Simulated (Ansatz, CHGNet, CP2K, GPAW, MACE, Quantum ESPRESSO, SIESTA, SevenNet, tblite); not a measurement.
# CP2K runs on glassy ZnIn2Ga2O7 (96 atoms)

How near does CP2K come to plane waves for glassy ZnIn2Ga2O7 (96 atoms)?

Main program and level: CP2K 2026.2; the method is named at each step.

## (1) The starting structure

The cell holds 96 atoms: 16 Ga, 16 In, 56 O and 8 Zn. Cell: a = 10.656 Å, b = 10.656 Å, c = 10.656 Å, α = 90.0°, β = 90.0°, γ = 90.0°. 96 atoms (16 Fe, 16 Sc, 56 O, 8 Zn) placed at random at 4.16 g/cm³, melted at 4500 K for 20 ps at fixed volume with the Morse and Coulomb pair potential with partial charges (Pedone, Malavasi, Menziani, Cormack and Segre, J. Phys. Chem. B 110, 11780 (2006)). Quenched from 4500 K to 300 K at 100 K/ps and fixed volume, held 5 ps. Then Fe was replaced by Ga, Sc was replaced by In (the potential has no terms for the new elements, so the cell is a start for a DFT relaxation). Then every atom was moved at random, 0.03 Å r.m.s. a Cartesian component.

The yardstick, on the same geometry:

| Item | Value |
| --- | --- |
| method | Kohn-Sham DFT, PBE, SSSP efficiency 1.3.0 pseudopotentials, plane waves (Quantum ESPRESSO 7.5); sssp-pbe-1.3.0-efficiency, cutoffs 60/480 Ry, Γ point |
| r.m.s. force component | 1.051 eV/Å |
| longest force | 4.411 eV/Å |
| pressure | 4.903 GPa |
| gap (highest filled to lowest empty level) | 0.5121 eV |
| time | 10 min on 4 MPI ranks of Arm Neoverse V1, shared host |
| CPU time | 41 min |

## (2) PBE, DZVP-MOLOPT-SR, 800/50 Ry, OT CG

Method: Kohn-Sham DFT, PBE, GTH-PBE pseudopotentials, Gaussian and plane waves, DZVP-MOLOPT-SR-GTH, orbital transformation.

input.inp

```
&GLOBAL
  PROJECT cell
  RUN_TYPE ENERGY_FORCE
  PRINT_LEVEL LOW
&END GLOBAL
&FORCE_EVAL
  METHOD QS
  STRESS_TENSOR ANALYTICAL
  &DFT
    BASIS_SET_FILE_NAME BASIS_MOLOPT
    POTENTIAL_FILE_NAME GTH_POTENTIALS
    &MGRID
      CUTOFF 800
      REL_CUTOFF 50
      NGRIDS 5
    &END MGRID
    &QS
      EPS_DEFAULT 1.0E-12
    &END QS
    &SCF
      SCF_GUESS ATOMIC
      EPS_SCF 1.0E-06
      MAX_SCF 30
      &OT
        MINIMIZER CG
        PRECONDITIONER FULL_ALL
        ENERGY_GAP 0.001
      &END OT
      &OUTER_SCF
        EPS_SCF 1.0E-06
        MAX_SCF 8
      &END OUTER_SCF
      &PRINT
        &RESTART OFF
        &END RESTART
      &END PRINT
    &END SCF
    &XC
      &XC_FUNCTIONAL PBE
      &END XC_FUNCTIONAL
    &END XC
    &PRINT
      &MULLIKEN ON
      &END MULLIKEN
      &HIRSHFELD ON
        SHAPE_FUNCTION DENSITY
      &END HIRSHFELD
      &MO_CUBES
        NHOMO 1
        NLUMO 4
        WRITE_CUBE F
      &END MO_CUBES
    &END PRINT
  &END DFT
  &SUBSYS
    &CELL
      A 10.65570 0.00000 0.00000
      B 0.00000 10.65570 0.00000
      C 0.00000 0.00000 10.65570
    &END CELL
    &TOPOLOGY
      COORD_FILE_NAME structure.xyz
      COORD_FILE_FORMAT XYZ
    &END TOPOLOGY
    &KIND Ga
      BASIS_SET DZVP-MOLOPT-SR-GTH-q13
      POTENTIAL GTH-PBE-q13
    &END KIND
    &KIND In
      BASIS_SET DZVP-MOLOPT-SR-GTH-q13
      POTENTIAL GTH-PBE-q13
    &END KIND
    &KIND O
      BASIS_SET DZVP-MOLOPT-SR-GTH-q6
      POTENTIAL GTH-PBE-q6
    &END KIND
    &KIND Zn
      BASIS_SET DZVP-MOLOPT-SR-GTH-q12
      POTENTIAL GTH-PBE-q12
    &END KIND
  &END SUBSYS
  &PRINT
    &FORCES ON
    &END FORCES
    &STRESS_TENSOR ON
    &END STRESS_TENSOR
  &END PRINT
&END FORCE_EVAL
```

structure.xyz

```xyz
96

Ga 4.93934 6.62145 5.52402
Ga 6.17967 5.53084 0.34205
Ga 0.04294 1.07697 0.69166
Ga 8.45764 3.34067 0.52724
Ga 8.03429 10.64707 9.74656
Ga 7.72410 4.50555 8.30548
Ga 8.27149 1.26568 3.11924
Ga 0.55900 3.28515 3.03964
Ga 5.72424 7.15434 8.56452
Ga 0.14982 5.76868 7.34966
Ga 0.19010 8.64231 5.43110
Ga 5.62909 0.86375 1.47677
Ga 7.20102 1.66623 6.58778
Ga 5.55258 2.45827 9.09624
Ga 8.85478 8.29781 8.00616
Ga 5.01063 3.84724 6.51351
In 7.48019 8.90966 1.72569
In 9.32736 3.63977 5.23973
In 7.70748 9.06097 4.98026
In 2.06539 5.46701 4.99156
In 9.15112 6.37360 10.52368
In 10.29948 8.88856 1.78142
In 5.46201 9.77692 7.83301
In 5.57474 0.71319 4.43831
In 0.57839 3.58032 9.99292
In 3.12660 8.75206 3.32255
In 2.91028 0.85960 6.13225
In 2.75610 8.71285 7.92230
In 10.40508 0.51648 6.82327
In 6.58213 3.94154 3.26778
In 3.06628 4.97397 8.59297
In 1.78877 6.72588 0.09356
O 3.46736 6.95242 4.31055
O 1.15412 1.37672 5.56569
O 4.74008 5.84486 9.48336
O 9.04520 2.15863 6.80398
O 6.59481 0.81921 8.51156
O 8.08586 5.26381 1.33473
O 4.02072 10.04875 1.80167
O 6.32586 5.77283 7.01390
O 6.62017 3.26714 7.37897
O 6.16358 7.50353 0.97382
O 0.31711 4.40272 4.56149
O 9.12309 1.51194 10.36224
O 8.17676 4.89619 4.01049
O 2.14094 7.02040 8.83784
O 8.81855 8.12039 3.14034
O 1.20921 9.61517 6.88870
O 7.36831 6.18244 9.48304
O 3.18989 7.30565 1.48231
O 4.50225 8.92117 9.40451
O 6.36849 7.53774 4.78622
O 3.78448 10.25600 4.74509
O 1.50714 1.73485 10.09755
O 4.64993 8.00041 6.99781
O 2.64805 4.42968 3.27087
[... 36 atom lines left out ...]
Zn 0.49474 0.59704 3.75432
Zn 3.75922 3.19735 2.05666
Zn 4.45749 8.42195 0.69560
Zn 2.56206 0.37039 1.16989
```

Launch:

```sh
$ OMP_NUM_THREADS=2 cp2k.psmp -i input.inp > output.txt
```

Numbers of over 12 decimals in the logs are rounded to 6 here.

Log:

```text
CP2K| version string:                                       CP2K version 2026.2
 CP2K| Input file name                                                 input.inp
 GLOBAL| Basis set file name                                        BASIS_MOLOPT
 GLOBAL| Potential file name                                      GTH_POTENTIALS
 GLOBAL| Run type                                                   ENERGY_FORCE
 GLOBAL| Total number of message passing processes                             1
 GLOBAL| Number of threads for this process                                    2
 TOTAL NUMBERS AND MAXIMUM NUMBERS
  Total number of            - Atomic kinds:                                   4
                             - Atoms:                                         96
                             - Shell sets:                                    96
                             - Shells:                                       560
                             - Primitive Cartesian functions:                520
                             - Cartesian basis functions:                   1984
                             - Spherical basis functions:                   1728
  Maximum angular momentum of- Orbital basis functions:                        3
                             - Local part of the GTH pseudopotential:          2
                             - Non-local part of the GTH pseudopotential:      4
 SCF PARAMETERS         Density guess:                                    ATOMIC
                        max_scf:                                              30
                        eps_scf:                                        1.00E-06
                        Outer loop SCF in use
                        eps_scf                                         1.00E-06
                        max_scf                                                8
 Extrapolation method: initial_guess
 Number of electrons:                                                        848
[... lines left out ...]
  Step     Update method      Time    Convergence         Total energy    Change
[... lines left out ...]
  Total energy:                                             -3477.385826
[... lines left out ...]
  Precond_solver : DEFAULT
  Line search    : 2PNT                : 2 energies, one gradient
  stepsize       :    0.15000000                  energy_gap     :    0.00100000
  eps_taylor     :   0.10000E-15                  max_taylor     :             4
  ----------------------------------- OT ---------------------------------------
  Step     Update method      Time    Convergence         Total energy    Change
[...]
- OT LS       0.96E-01    7.3                    -3477.3898536042
     5 OT CG       0.96E-01   18.8     0.00000169     -3477.3898536043 -1.81E-06
     - OT LS       0.10E+00    7.6                    -3477.3898537101
     6 OT CG       0.10E+00   19.1     0.00000071     -3477.3898537104 -1.06E-07
  *** SCF run converged in     6 steps ***
  Electronic density on regular grids:       -848.0000000179       -0.0000000179
  Core density on regular grids:              847.9999999994       -0.0000000006
  Total charge density on r-space grids:       -0.0000000185
  Total charge density g-space grids:          -0.0000000185
  Overlap energy of the core charge distribution:               1.62329e-07
  Self energy of the core charge distribution:              -5958.588330
  Core Hamiltonian energy:                                   1795.549085
  Hartree energy:                                            1240.271082
  Exchange-correlation energy:                               -554.621691
  Total energy:                                             -3477.389854
  outer SCF iter =    2 RMS gradient =   0.71E-06 energy =      -3477.3898537104
  outer SCF loop converged in   2 iterations or   70 steps
 !-----------------------------------------------------------------------------!
                     Mulliken Population Analysis
 #  Atom  Element  Kind  Atomic population                           Net charge
       1     Ga       1         12.176543                              0.823457
       2     Ga       1         12.141154                              0.858846
       3     Ga       1         12.091048                              0.908952
[...]
95     Zn       4         11.528379                              0.471621
      96     Zn       4         11.498284                              0.501716
 # Total charge                            848.000000                 -0.000000
 !-----------------------------------------------------------------------------!
 !-----------------------------------------------------------------------------!
                           Hirshfeld Charges
  #Atom  Element  Kind  Ref Charge     Population                    Net charge
      1       Ga     1      13.000         12.558                         0.442
      2       Ga     1      13.000         12.539                         0.461
      3       Ga     1      13.000         12.560                         0.440
[...]
95       Zn     4      12.000         11.636                         0.364
     96       Zn     4      12.000         11.578                         0.422
  Total Charge                                                            0.000
 !-----------------------------------------------------------------------------!
  Eigenvalues of the occupied subspace spin            1
      -0.53457116     -0.52420984     -0.51559930     -0.51445206
      -0.51070878     -0.50867719     -0.50604371     -0.50239237
      -0.50079734     -0.49941904     -0.49405737     -0.49158316
[...]
0.16824043      0.17008634      0.17235788      0.17800413
 Fermi Energy [eV] :    4.843739
  Using OT eigensolver for additional unoccupied orbitals spin            1
  Lowest Eigenvalues of the unoccupied subspace spin            1
 OT| Eigensolver reached convergence in 193 iterations
       0.19504798      0.27660644      0.28363286      0.28897131
 HOMO - LUMO gap [eV] :    0.463787
 ENERGY| Total FORCE_EVAL ( QS ) energy [hartree]          -3477.389854
 FORCES| Atomic forces [hartree/bohr]
 FORCES|   Atom     x               y               z               |f|
 FORCES|      1  1.94301128E-02 -3.33787898E-03  2.88465620E-02   3.49398749E-02
 FORCES|      2 -4.46211729E-03  2.58876298E-02 -2.53304226E-02   3.64926044E-02
 FORCES|      3 -6.80229416E-03 -1.40296799E-02  8.27557144E-03   1.76518612E-02
[...]
FORCES|     95  3.17013365E-02  1.36406452E-02 -3.74572599E-02   5.09321927E-02
 FORCES|     96 -1.60583345E-02  7.05344003E-03 -2.33946855E-03   1.76944691E-02
 FORCES| Sum    -4.80457291E-04  2.16683367E-03 -1.97109352E-03
 FORCES| Total atomic force                                       2.96836942E-03
 STRESS| Analytical stress tensor [bar]
 STRESS|                        x                   y                   z
 STRESS|      x        9.20299995464E+04  -1.73090717628E+03  -8.10941772151E+03
 STRESS|      y       -1.73090717628E+03   5.47215539517E+04  -2.18321189039E+04
 STRESS|      z       -8.10941772151E+03  -2.18321189039E+04   7.09243732408E+04
 STRESS| 1/3 Trace                                             7.25586422463E+04
```

Run time: 17 min. Hardware: 2 threads of Arm Neoverse V1, shared host; peak memory 3.1 GiB.

Banners, paths, timers and routine set-up lines are dropped from the logs unmarked, and long logs keep their key lines alone; longer cuts are marked.

Against the reference:

- r.m.s. force component: 1.101 eV/Å
- r.m.s. difference of force components: 65.64 meV/Å
- longest difference of force vectors: 287.7 meV/Å
- force difference over r.m.s. force: 6.246 %
- slope of forces against the reference's: 1.046
- correlation of force components: 0.9992
- gap (highest filled to lowest empty level): 0.4638 eV
- gap difference: -0.0483 eV
- pressure: 7.256 GPa
- pressure difference: 2.353 GPa

Length of the force difference by element (eV/Å):

```tsv
element	atoms	mean	most
Ga	16	0.086	0.15
In	16	0.11	0.22
O	56	0.11	0.29
Zn	8	0.085	0.14
```

A closer look about Ga1, picked at random: 9 atoms, nearest first, numbered in the order of the input, with positions taken from that point.

```tsv
atom	x	y	z	distance (Å)	bonds	Hirshfeld charge (e)	Fx	Fy	Fz (eV/Å)
Ga1	0.00	0.00	0.00	0.00	6	0.44	1.00	-0.17	1.48
O52	1.43	0.92	-0.74	1.85	3	-0.39	0.07	-0.89	-0.84
O33	-1.47	0.33	-1.21	1.94	4	-0.32	0.47	-0.30	-0.04
O55	-0.29	1.38	1.47	2.04	4	-0.33	-1.09	-1.07	-0.53
O64	0.49	-1.95	-0.82	2.18	3	-0.38	-1.75	0.92	2.11
O40	1.39	-0.85	1.49	2.21	5	-0.35	-0.47	0.44	0.21
O84	-1.41	-1.30	1.09	2.21	4	-0.33	0.71	-0.62	-2.05
Zn92	2.86	-0.47	-0.01	2.90	5	0.40	-1.07	0.60	1.09
Ga16	0.07	-2.77	0.99	2.95	6	0.47	-0.47	0.67	-1.92
```

Forces lie 6.2 % from the reference's, at 0.80 times its CPU time (on 2 against 4 cores); the SCF took 70 steps, which the time reflects.

## (3) Results

```yaml
force_difference_from_the_reference: CP2K PBE, DZVP-MOLOPT-SR, 800/50 Ry, OT CG, 6.2 %
its_cpu_time: 33 min
```

What this shows: The PBE run in local orbitals differs by 6.2 % (CP2K PBE, DZVP-MOLOPT-SR, 800/50 Ry, OT CG); basis, grid and potentials can all enter. At the same functional, the gap of CP2K PBE, DZVP-MOLOPT-SR, 800/50 Ry, OT CG lies 0.05 eV below the reference's 0.512 eV. In pressure, CP2K PBE, DZVP-MOLOPT-SR, 800/50 Ry, OT CG misses by +2.4 GPa, at the same functional. The potentials hold different valence shells: 912 electrons in the reference, 848 in CP2K with DZVP-MOLOPT-SR; this bears on time and differences. The reference's pressure holds the uncorrected Pulay stress of its 60 Ry basis, so small pressure differences, and their order, may be the reference's own error. The quench rate of 100 K/ps is many orders above laboratory rates, so the cell is likely richer in defects and strain than a real sample. The network of bonds at the start is that of the classical potential that made the cell, and needn't be the one that DFT or experiment would give. The reference's stress is far from hydrostatic: its diagonal is 6.7, 3.2, 4.8 GPa, compression counted positive. The electronic-structure runs sample only Γ, in a cell whose shortest periodic width is 11 Å.

[Also dropped from logs without a mark: logging warnings of Python, and SIESTA's first energy breakdown and zero terms.]

[Logs are printed without paths, hosts, clocks, repeated set-up lines and the standing remarks that a program may print on its own settings, such as how far it seeks lower states.]

[Hosts, paths, dates, database ids (printed as entryN), source tags and the programs' standing remarks are cut or masked in the printed files.]
